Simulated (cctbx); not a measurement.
**Symmetry from intensities**

Cell: a = 4.0620 Å, b = 4.0620 Å, c = 8.4450 Å, α = 90.00°, β = 90.00°, γ = 90.00°. Expected content of the cell: Sm2 Ag2 V4.

The data are simulated with cctbx, not measured: Cu Kα, λ = 1.54184 Å, to d = 0.83 Å, 70 % of the full sphere, strongest reflection 40000 counts, noise from counting, a 3 % proportional error and a noise floor of 2 counts (s.d.); no absorption.

A first pass over the reflections prints:

```text
701 reflections to d = 0.833 A
centring   violations  <I/sigma> of those
    A        297 of   345     19.6
    B        291 of   341     19.3
    C        276 of   350     18.0
    I        261 of   347     13.5
    R        428 of   481     20.2
    F        432 of   518     19.0
Laue class    unique    Rint  (classes that these axes allow; Friedel mates merged)
P -1              458   0.020
P 1 2/m 1         281   0.022
P 1 1 2/m         268   0.022
P 2/m 1 1         283   0.021
P m m m           175   0.023
P 4/m             141   0.024
P 4/m m m         105   0.024
space group    extra absences  I>4sigma  <I/sigma>
P 4 2 2                 0          0         -  acentric
P 4 21 2                6          0       0.1  acentric
P 4 m m                 0          0         -  acentric
P -4 2 m                0          0         -  acentric
P -4 21 m               6          0       0.1  acentric
P -4 m 2                0          0         -  acentric
P 4/m m m               0          0         -  centric
P 4/n m m :1           21          0      -0.1  centric
P 4/n m m :2           21          0      -0.1  centric
Wilson B = 0.28 A^2   <|E^2-1|> = 0.849 (0.968 centric, 0.736 acentric)   E^2>4: 2.0 %
shell (A)         n   <I/sigma>
 8.45 - 1.66     20     37.2
 1.66 - 1.32     13     39.6
 1.32 - 1.15     14     51.4
 1.15 - 1.05     10     38.7
 1.05 - 0.97     14     41.3
 0.97 - 0.92     11     45.0
 0.92 - 0.87     13     53.2
 0.87 - 0.83     10     55.3
```

Q: Read the symmetry from these tables.

Every centring test has many violations, so the lattice is primitive.

Rint stays low (0.020 to 0.024) up to P 4/m m m, the highest class in these axes.

9 settings pass the absence test. The most absences obeyed, 21, belong to P 4/n m m alone.

⟨|E²−1|⟩ = 0.849 lies between the two ideal values. The Wilson B of 0.28 Å² means U ≈ 0.0035 Å².

The true group is P4/nmm (no. 129, origin choice 1), Laue class 4/mmm, centrosymmetric. The tables fix it.

The model is made up (kin elements in a known structure type, no relaxation), so it says nothing on whether the phase exists.

[Logs are printed without paths, hosts, clocks, repeated set-up lines and the standing remarks that a program may print on its own settings, such as how far it seeks lower states.]
